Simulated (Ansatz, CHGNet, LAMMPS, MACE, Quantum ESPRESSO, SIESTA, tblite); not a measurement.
**SIESTA runs on Zn2+ BF4- in dimethoxyethane and tetrahydrofuran at 480 K (85 atoms)**

Aim: run Zn2+ BF4- in dimethoxyethane and tetrahydrofuran at 480 K (85 atoms) in SIESTA and see how near its forces come to a plane-wave reference, and at what cost.

Calculated with SIESTA 5.4.2; the method is named at each step.

## Step 1: Starting point

The cell holds 85 atoms: 20 C, 8 O, 46 H, 2 B, 8 F and 1 Zn. Its edges and angles: a = 10.026 Å, b = 10.026 Å, c = 10.026 Å, α = 90.0°, β = 90.0°, γ = 90.0°. 3 dimethoxyethane, 2 tetrahydrofuran, 1 Zn2+, 2 BF4- placed at random, at 1.08 g/cm³; overlaps pushed apart, then 10 ps at 550 K with stiff harmonic cages for PF6 and BF4 with UFF radii; divalent ions of Li, Roberts, Chakravorty and Merz (J. Chem. Theory Comput. 9, 2733 (2013)); MMFF94 bonds, angles, torsions, charges and radii (Halgren, J. Comput. Chem. 17, 490 (1996)) in harmonic and 12-6 forms; charges of ions scaled by 0.8. Snapshot after 30 ps at 480 K and fixed volume.

The yardstick, on the same geometry:

- method: Kohn-Sham DFT, PBE, PAW, plane waves (Ansatz 0.2.0); cutoff 420 eV, Γ point, fermi-dirac smearing of 0.05 eV; PAW set soft_2
- r.m.s. force component: 1.131 eV/Å
- longest force: 4.732 eV/Å
- pressure: 2.769 GPa
- gap (highest filled to lowest empty level): 4.057 eV
- SCF cycles: 10
- time: 6.7 s on 4 threads of Arm Neoverse V2, shared host
- CPU time: 25 s

## Step 2: PBE, DZP, shift 0.01 Ry, mesh 500 Ry

Method: Kohn-Sham DFT, PBE, PseudoDojo 0.4.1 norm-conserving pseudopotentials (converted to PSML), numerical atomic orbitals (DZP), diagonalisation.

The .psml files are PseudoDojo norm-conserving potentials that we converted to this format, checked against plane waves on the same files for H, C, O, Si, Ge and Ca alone.

Input file input.fdf:

```
SystemLabel cell
NumberOfAtoms 85
NumberOfSpecies 6
%block ChemicalSpeciesLabel
  1 6 C
  2 8 O
  3 1 H
  4 5 B
  5 9 F
  6 30 Zn
%endblock ChemicalSpeciesLabel
LatticeConstant 1.0 Ang
%block LatticeVectors
  10.02554 0.00000 0.00000
  0.00000 10.02554 0.00000
  0.00000 0.00000 10.02554
%endblock LatticeVectors
PAO.BasisSize DZP
PAO.EnergyShift 0.01 Ry
XC.Functional GGA
XC.Authors PBE
MeshCutoff 500 Ry
%block kgrid_Monkhorst_Pack
  1 0 0 0.0
  0 1 0 0.0
  0 0 1 0.0
%endblock kgrid_Monkhorst_Pack
SolutionMethod diagon
OccupationFunction FD
ElectronicTemperature 580 K
SCF.Mixer.Method Pulay
SCF.Mixer.Weight 0.15
SCF.Mixer.History 8
SCF.Mix Hamiltonian
MaxSCFIterations 300
SCF.DM.Tolerance 1e-04
SCF.H.Tolerance 1.0e-3 eV
WriteForces T
Write.HirshfeldPop T
Write.VoronoiPop T
Write.DM F
Write.H F
XML.Write F
AtomicCoordinatesFormat Fractional
%block AtomicCoordinatesAndAtomicSpecies
  0.73336 0.58449 0.71775 1
  0.59029 0.57258 0.69394 2
  0.56928 0.61204 0.55735 1
  0.60080 0.75681 0.53298 1
  0.73802 0.75883 0.49735 2
  0.74879 0.73364 0.35598 1
  0.77551 0.68383 0.70818 3
  0.78233 0.50717 0.66072 3
  0.73187 0.56574 0.82124 3
  0.62720 0.54569 0.48716 3
  0.46509 0.59692 0.54146 3
  0.58362 0.81263 0.62877 3
  0.53234 0.78248 0.45782 3
  0.84641 0.69045 0.32220 3
  0.66703 0.66561 0.32550 3
  0.71820 0.82607 0.30697 3
  0.88300 0.81678 0.99679 1
  0.02123 0.80342 0.03184 2
  0.07845 0.68880 0.95503 1
  0.22468 0.64337 0.00676 1
  0.29782 0.75024 0.95681 2
  0.43277 0.73226 0.99929 1
  0.85214 0.92072 0.02179 3
  0.82543 0.73515 0.03600 3
  0.86810 0.81528 0.88736 3
  0.00225 0.60656 0.95700 3
  0.07675 0.71151 0.85491 3
  0.25926 0.54588 0.96786 3
  0.21373 0.64849 0.11018 3
  0.49186 0.82148 0.97457 3
  0.43778 0.71244 0.10323 3
  0.47481 0.64114 0.94585 3
  0.38338 0.31039 0.75910 1
  0.30912 0.20105 0.71051 2
  0.39585 0.08563 0.72088 1
  0.31288 0.96619 0.70452 1
  0.23673 0.98127 0.58150 2
  0.18474 0.84850 0.55741 1
  0.36461 0.40656 0.71082 3
  0.48756 0.29004 0.71885 3
  0.38830 0.32793 0.86779 3
  0.48061 0.10048 0.64173 3
  0.44040 0.07961 0.81219 3
  0.22732 0.95140 0.77756 3
  0.38076 0.88301 0.71224 3
  0.27092 0.78264 0.55632 3
  0.12086 0.81404 0.63730 3
  0.12504 0.85619 0.46816 3
  0.15097 0.10894 0.10417 1
  0.08420 0.23812 0.15026 1
  0.01129 0.18518 0.27215 1
  0.10611 0.09165 0.33020 2
  0.16762 0.02124 0.23202 1
  0.25428 0.13455 0.07347 3
  0.09421 0.06670 0.02259 3
  0.00972 0.27481 0.07668 3
[... 25 atom lines left out ...]
  0.53514 0.29627 0.43844 5
  0.52981 0.08934 0.34195 5
  0.33312 0.19070 0.43341 5
  0.17771 0.16951 0.53776 6
%endblock AtomicCoordinatesAndAtomicSpecies
```

The run is started by

```bash
$ OMP_NUM_THREADS=1 mpirun -np 2 siesta < input.fdf > output.txt
```

Log:

```text
Version         : 5.4.2
reinit: System Name:
reinit: System Label: cell
initatom: Reading input for the pseudopotentials and atomic orbitals ----------
Species number:   1 Atomic number:    6 Label: C
Species number:   2 Atomic number:    8 Label: O
Species number:   3 Atomic number:    1 Label: H
Species number:   4 Atomic number:    5 Label: B
Species number:   5 Atomic number:    9 Label: F
Species number:   6 Atomic number:   30 Label: Zn
Ground state valence configuration (from tables):   2s02  2p02  3d00  4f00
Ground state valence configuration (from tables):   2s02  2p04  3d00  4f00
Ground state valence configuration (from tables):   1s01  2p00  3d00  4f00
Ground state valence configuration (from tables):   2s02  2p01  3d00  4f00
Ground state valence configuration (from tables):   2s02  2p05  3d00  4f00
Ground state valence configuration (from tables):   4s02  4p00  3d10  4f00
---- Processing specs for species: C
GGA--PBE XC_GGA_X_PBE--XC_GGA_C_PBE pb
---- Processing specs for species: O
GGA--PBE XC_GGA_X_PBE--XC_GGA_C_PBE pb
---- Processing specs for species: H
GGA--PBE XC_GGA_X_PBE--XC_GGA_C_PBE pb
---- Processing specs for species: B
GGA--PBE XC_GGA_X_PBE--XC_GGA_C_PBE pb
---- Processing specs for species: F
GGA--PBE XC_GGA_X_PBE--XC_GGA_C_PBE pb
---- Processing specs for species: Zn
GGA--PBE XC_GGA_X_PBE--XC_GGA_C_PBE pb
Semicore shell(s) with  8 electrons included in the valence for Zn
Semicore shell(s): 3s 3p
Fallback to non-perturbative polarization scheme for Zn
Please see the manual if this is not desired in principle
C pseudopotential only contains V_ls up to l=1 -- lmxkb reset.
O pseudopotential only contains V_ls up to l=2 -- lmxkb reset.
H pseudopotential only contains V_ls up to l=1 -- lmxkb reset.
B pseudopotential only contains V_ls up to l=1 -- lmxkb reset.
F pseudopotential only contains V_ls up to l=2 -- lmxkb reset.
Zn pseudopotential only contains V_ls up to l=2 -- lmxkb reset.
Using PAO.SplitTailNorm
[... lines left out ...]
Total number of electrons:   256.000000
[... lines left out ...]
outcell: Cell volume (Ang**3)        :   1007.6816
Gamma-point calculation with multiply-connected orbital pairs
Gamma-point calculation with multiply-connected orbital pairs
Folding of H and S implicitly performed
Folding of H and S implicitly performed
new_DM -- step:     1
Initializing Density Matrix...
Attempting to read DM from file... Failed...
DM filled with atomic data:
InitMesh: MESH = 144 x 144 x 144 = 2985984
InitMesh: Mesh cutoff (required, used) =   500.000   570.179 Ry
stepf: Fermi-Dirac step function
        iscf     Eharris(eV)        E_KS(eV)     FreeEng(eV)     dDmax    Ef(eV) dHmax(eV)
   scf:    1   -17492.308611   -18354.660252   -18354.842835  1.894111 -0.980839162.636461
   scf:    2   -18811.259028   -18805.308156   -18805.308156  0.850697 -4.748782 20.528140
   scf:    3   -18812.717624   -18809.199897   -18809.199897  0.088478 -4.287309 15.134398
   scf:    4   -18815.225215   -18813.420966   -18813.420966  0.270791 -4.358622  1.377563
[...]
scf:   11   -18813.703345   -18813.703343   -18813.703343  0.000171 -3.985488  0.002246
   scf:   12   -18813.703344   -18813.703343   -18813.703343  0.000033 -3.985749  0.000871
SCF Convergence by DM+H criterion
max |DM_out - DM_in|         :     0.0000334028
max |H_out - H_in|      (eV) :     0.0008709056
SCF cycle converged after 12 iterations
Using DM_out to compute the final energy and forces
siesta: E_KS(eV) =           -18813.7033
siesta: E_KS - E_eggbox =    -18813.7033
siesta: Atomic forces (eV/Ang):
     1   -2.117955   -0.431577    0.342903
     2    0.877935    0.624011   -0.883926
     3    0.055223   -0.820909    1.074559
[...]
84    0.464375   -0.180577   -0.284367
    85    1.571883   -1.500499   -0.676242
----------------------------------------
   Tot   -0.010115    0.000001    0.003239
----------------------------------------
   Max    4.218055
   Res    1.265883    sqrt( Sum f_i^2 / 3N )
----------------------------------------
   Max    4.218055    constrained
Stress tensor Voigt[x,y,z,yz,xz,xy] (kbar):      -29.51      -39.24      -59.88       16.36       -2.93       -3.69
(Free)E + p*V (eV/cell)   -18786.7359
Target enthalpy (eV/cell)   -18813.7033
siesta: Program's energy decomposition (eV):
siesta: Ebs     =     -4189.125929
siesta: Eions   =     27880.363128
siesta: Ena     =      4730.183299
siesta: Ekin    =     11574.149315
siesta: Enl     =     -2688.683106
siesta: DEna    =      -160.349012
siesta: DUscf   =        27.743136
siesta: Ex      =     -4117.581834
siesta: Ec      =      -298.802013
siesta: Exc     =     -4416.383847
siesta: Eharris =    -18813.703344
siesta: Etot    =    -18813.703343
siesta: FreeEng =    -18813.703343
siesta: Final energy (eV):
siesta:  Band Struct. =   -4189.125929
siesta:       Kinetic =   11574.149315
siesta:       Hartree =   16168.843426
siesta:         Exch. =   -4117.581834
siesta:         Corr. =    -298.802013
siesta:   Exch.-corr. =   -4416.383847
siesta:  Ion-electron =  -43100.431886
siesta:       Ion-ion =     960.119648
siesta:         Total =  -18813.703343
siesta:         Fermi =      -3.985749
siesta: Stress tensor (static) (eV/Ang**3):
siesta:    -0.018418   -0.002305   -0.001829
siesta:    -0.002305   -0.024494    0.010212
siesta:    -0.001828    0.010212   -0.037374
siesta: Cell volume =       1007.681585 Ang**3
siesta: Pressure (static):
siesta:                Solid            Molecule  Units
siesta:           0.00029147          0.00025305  Ry/Bohr**3
siesta:           0.02676186          0.02323443  eV/Ang**3
siesta:          42.87722302         37.22566476  kBar
    Orbital volume contribution        =          23.563192 eV
    (Free)E + p_basis*V_orbitals       =      -18790.140151 eV
    (Free)Eharris+ p_basis*V_orbitals  =      -18790.140151 eV
Hirshfeld Atomic Populations:
Atom #   charge [q] valence [e]  Species
     1    -0.036883    4.036883  C
     2    -0.097823    6.097823  O
     3     0.003052    3.996948  C
     4     0.011751    3.988249  C
     5    -0.088543    6.088543  O
[...]
7     0.013415    0.986585  H
     8     0.019179    0.980821  H
     9     0.013390    0.986610  H
[...]
18    -0.089306    6.089306  O
[...]
75     0.103582    2.896418  B
    76    -0.137606    7.137606  F
    77    -0.153435    7.153435  F
    78    -0.153400    7.153400  F
[...]
80     0.098895    2.901105  B
[...]
85     0.856265   19.143735  Zn
--------------------
 Total     0.000002
Voronoi Atomic Populations:
Atom #   charge [q] valence [e]  Species
[...]
52    -0.131973    6.131973  O
[...]
64     0.080080    3.919920  C
    65    -0.114540    6.114540  O
    66     0.073269    3.926731  C
[...]
73     0.006130    0.993870  H
    74     0.007925    0.992075  H
    75     0.180524    2.819476  B
[...]
80     0.195004    2.804996  B
[...]
83    -0.283292    7.283292  F
    84    -0.160522    7.160522  F
    85     0.932814   19.067186  Zn
--------------------
 Total     0.000002
```

Elapsed: 85 s, on 2 MPI ranks of Arm Neoverse V2, shared host; peak memory 1.6 GiB.

Banners, paths, timers and routine set-up lines are dropped from the logs unmarked, and long logs keep their key lines alone; longer cuts are marked.

Numbers from this run, and their distance from the reference:

```
r.m.s. force component                           : 1.266 eV/Å
r.m.s. difference of force components            : 342.3 meV/Å
longest difference of force vectors              : 993.8 meV/Å
force difference over r.m.s. force               : 30.27 %
slope of forces against the reference's          : 1.081
correlation of force components                  : 0.9654
gap (highest filled to lowest empty level) : 4.558 eV
gap difference                                   : 0.5008 eV
pressure                                         : 4.288 GPa
pressure difference                              : 1.519 GPa
```

This run lies far from the reference in forces at the same functional. Basis and potentials both differ; the latter hold 256 valence electrons against the reference's 248.

Length of the force difference by element (eV/Å):

```
element  atoms  mean  most
      B      2  0.48  0.62
      C     20  0.50  0.90
      F      8  0.38  0.56
      H     46  0.67  0.99
      O      8   0.3  0.43
     Zn      1  0.24  0.24
```

Levels nearest the highest filled one (eV from it): -2.20, -2.06, -1.89, -1.89, -1.78, -1.53, -1.06, -0.99, -0.90, -0.83, -0.68, 0.00, 4.56, 4.63, 5.19, 5.28, 5.58, 5.70, 5.84, 5.98, 6.01, 6.18, 6.33, 6.43.

A closer look about B80, picked at random: 9 atoms, nearest first, numbered in the order of the input, with positions taken from that point.

```
atom      x      y      z  distance (Å)  bonds  Hirshfeld charge (e)     Fx     Fy  Fz (eV/Å)
 B80   0.00   0.00   0.00          0.00      4                  0.10   2.48  -1.65      -3.89
 F82   0.81   0.83   0.72          1.37      1                 -0.15   0.09   0.95       0.64
 F84  -1.21  -0.23   0.67          1.40      2                 -0.13   0.46  -0.18      -0.28
 F81  -0.28   0.38  -1.39          1.47      1                 -0.22  -0.47   0.44       1.61
 F83   0.76  -1.25  -0.25          1.48      1                 -0.25  -0.93   0.33       1.10
 H42   0.27  -1.13   2.76          2.99      1                  0.03  -1.07  -0.55       0.65
 H61  -1.87  -2.17  -1.11          3.07      1                  0.03   2.05  -0.29       0.59
Zn85  -2.77  -0.44   1.72          3.29      5                  0.86   1.57  -1.50      -0.68
 F76  -3.04   1.31   1.39          3.59      2                 -0.14  -0.27  -0.85       0.58
```

Forces lie 30 % from the reference's, at 6.8 times its CPU time (on 2 against 4 cores).

## Step 3: PBE, SZ, shift 0.01 Ry, mesh 500 Ry

Method: Kohn-Sham DFT, PBE, PseudoDojo 0.4.1 norm-conserving pseudopotentials (converted to PSML), numerical atomic orbitals (SZ), diagonalisation.

Changes to input.fdf since step 2:

```diff
@@ -17,3 +17,3 @@
 %endblock LatticeVectors
-PAO.BasisSize DZP
+PAO.BasisSize SZ
 PAO.EnergyShift 0.01 Ry
```

The run is started by

```bash
$ OMP_NUM_THREADS=1 siesta < input.fdf > output.txt
```

Log:

```text
Version         : 5.4.2
reinit: System Name:
reinit: System Label: cell
initatom: Reading input for the pseudopotentials and atomic orbitals ----------
Species number:   1 Atomic number:    6 Label: C
Species number:   2 Atomic number:    8 Label: O
Species number:   3 Atomic number:    1 Label: H
Species number:   4 Atomic number:    5 Label: B
[... lines left out ...]
SCF Convergence by DM+H criterion
[... lines left out ...]
SCF cycle converged after 12 iterations
[... lines left out ...]
   Max    7.955287
[... lines left out ...]
   Max    7.955287    constrained
Stress tensor Voigt[x,y,z,yz,xz,xy] (kbar):     -187.26     -185.36     -216.58        8.75      -12.82       -9.13
[... lines left out ...]
siesta: FreeEng =    -18719.148734
[... lines left out ...]
siesta:         Fermi =      -2.695203
[... lines left out ...]
siesta:         196.39802511        206.83319535  kBar
[... lines left out ...]
    18    -0.129405    6.129405  O
[...]
75     0.229911    2.770089  B
    76    -0.220397    7.220397  F
    77    -0.222527    7.222527  F
    78    -0.223637    7.223637  F
[...]
80     0.223108    2.776892  B
[...]
85     1.027897   18.972103  Zn
--------------------
 Total     0.000005
Voronoi Atomic Populations:
Atom #   charge [q] valence [e]  Species
[...]
52    -0.169227    6.169227  O
[...]
64     0.092144    3.907856  C
    65    -0.131812    6.131812  O
    66     0.097574    3.902426  C
[...]
73     0.010550    0.989450  H
    74    -0.004664    1.004664  H
    75     0.330051    2.669949  B
[...]
80     0.327926    2.672074  B
[...]
83    -0.318180    7.318180  F
    84    -0.221535    7.221535  F
    85     1.033335   18.966665  Zn
--------------------
 Total     0.000005
```

Run time: 57 s. Hardware: 1 thread; peak memory 0.7 GiB.

Compared with the plane-wave run:

```
r.m.s. force component                           : 2.464 eV/Å
r.m.s. difference of force components            : 2064 meV/Å
longest difference of force vectors              : 5598 meV/Å
force difference over r.m.s. force               : 182.5 %
slope of forces against the reference's          : 1.208
correlation of force components                  : 0.5542
gap (highest filled to lowest empty level) : 3.267 eV
gap difference                                   : -0.7905 eV
pressure                                         : 19.64 GPa
pressure difference                              : 16.87 GPa
```

This is a coarse setting, run to see what it loses.

Against the first run (30 %), the force difference from the reference is 183 %, at 0.34 times the CPU time (on 1 against 2 cores), with 208 basis functions against 743: the smaller basis costs accuracy.

## Step 4: PBE, DZ, shift 0.01 Ry, mesh 500 Ry

Method: Kohn-Sham DFT, PBE, PseudoDojo 0.4.1 norm-conserving pseudopotentials (converted to PSML), numerical atomic orbitals (DZ), diagonalisation.

Changes to input.fdf since step 3:

```diff
@@ -17,3 +17,3 @@
 %endblock LatticeVectors
-PAO.BasisSize SZ
+PAO.BasisSize DZ
 PAO.EnergyShift 0.01 Ry
```

Log:

```text
Version         : 5.4.2
reinit: System Name:
reinit: System Label: cell
initatom: Reading input for the pseudopotentials and atomic orbitals ----------
Species number:   1 Atomic number:    6 Label: C
Species number:   2 Atomic number:    8 Label: O
Species number:   3 Atomic number:    1 Label: H
Species number:   4 Atomic number:    5 Label: B
Species number:   5 Atomic number:    9 Label: F
Species number:   6 Atomic number:   30 Label: Zn
Ground state valence configuration (from tables):   2s02  2p02  3d00  4f00
[... lines left out ...]
SCF Convergence by DM+H criterion
[... lines left out ...]
SCF cycle converged after 12 iterations
[... lines left out ...]
   Max    4.975097
[... lines left out ...]
   Max    4.975097    constrained
Stress tensor Voigt[x,y,z,yz,xz,xy] (kbar):      -47.25      -49.31      -74.04       15.03       -4.93       -2.31
[... lines left out ...]
siesta: FreeEng =    -18794.782498
[... lines left out ...]
siesta:         Fermi =      -2.081631
[... lines left out ...]
siesta:          56.86874577         53.82279360  kBar
[... lines left out ...]
    (Free)Eharris+ p_basis*V_orbitals  =      -18780.219006 eV
Hirshfeld Atomic Populations:
Atom #   charge [q] valence [e]  Species
     1    -0.019925    4.019925  C
     2    -0.124101    6.124101  O
     3     0.015657    3.984343  C
     4     0.024466    3.975534  C
     5    -0.117841    6.117841  O
[...]
7     0.012684    0.987316  H
     8     0.018382    0.981618  H
     9     0.014229    0.985771  H
[...]
18    -0.114986    6.114986  O
[...]
75     0.151404    2.848596  B
    76    -0.158932    7.158932  F
    77    -0.175872    7.175872  F
    78    -0.175051    7.175051  F
[...]
80     0.148560    2.851440  B
[...]
85     0.906299   19.093701  Zn
--------------------
 Total     0.000003
Voronoi Atomic Populations:
Atom #   charge [q] valence [e]  Species
[...]
52    -0.152221    6.152221  O
[...]
64     0.061860    3.938140  C
    65    -0.124006    6.124006  O
    66     0.056494    3.943506  C
[...]
73     0.019290    0.980710  H
    74     0.020626    0.979374  H
    75     0.189098    2.810902  B
[...]
80     0.203768    2.796232  B
[...]
83    -0.291731    7.291731  F
    84    -0.170678    7.170678  F
    85     0.978837   19.021163  Zn
--------------------
 Total     0.000003
```

The job ended after 71 s (1 thread; peak memory 0.79 GiB).

Compared with the plane-wave run:

```yaml
r_m_s_force_component: 1.309 eV/Å
r_m_s_difference_of_force_components: 475.9 meV/Å
longest_difference_of_force_vectors: 1857 meV/Å
force_difference_over_r_m_s_force: 42.08 %
slope_of_forces_against_the_reference_s: 1.082
correlation_of_force_components: 0.9343
spacing_of_highest_filled_and_lowest_empty_level: 4.873 eV
gap_difference: 0.816 eV
pressure: 5.687 GPa
pressure_difference: 2.918 GPa
```

This is a coarse setting, run to see what it loses.

Against the first run (30 %), the force difference from the reference is 42 %, at 0.42 times the CPU time (on 1 against 2 cores), with 412 basis functions against 743: the smaller basis costs accuracy.

[end of part 1 of 2]

[Also dropped from logs without a mark: logging warnings of Python, and SIESTA's first energy breakdown and zero terms.]

[Logs are printed without paths, hosts, clocks, repeated set-up lines and the standing remarks that a program may print on its own settings, such as how far it seeks lower states.]

[Hosts, paths, dates, database ids (printed as entryN), source tags and the programs' standing remarks are cut or masked in the printed files.]

[The MMFF94 radii named for the starting cell were scaled by 0.96; in molecules described by MMFF94, hydrogen bound to N, O or S took a small fixed 12-6 site in their place.]
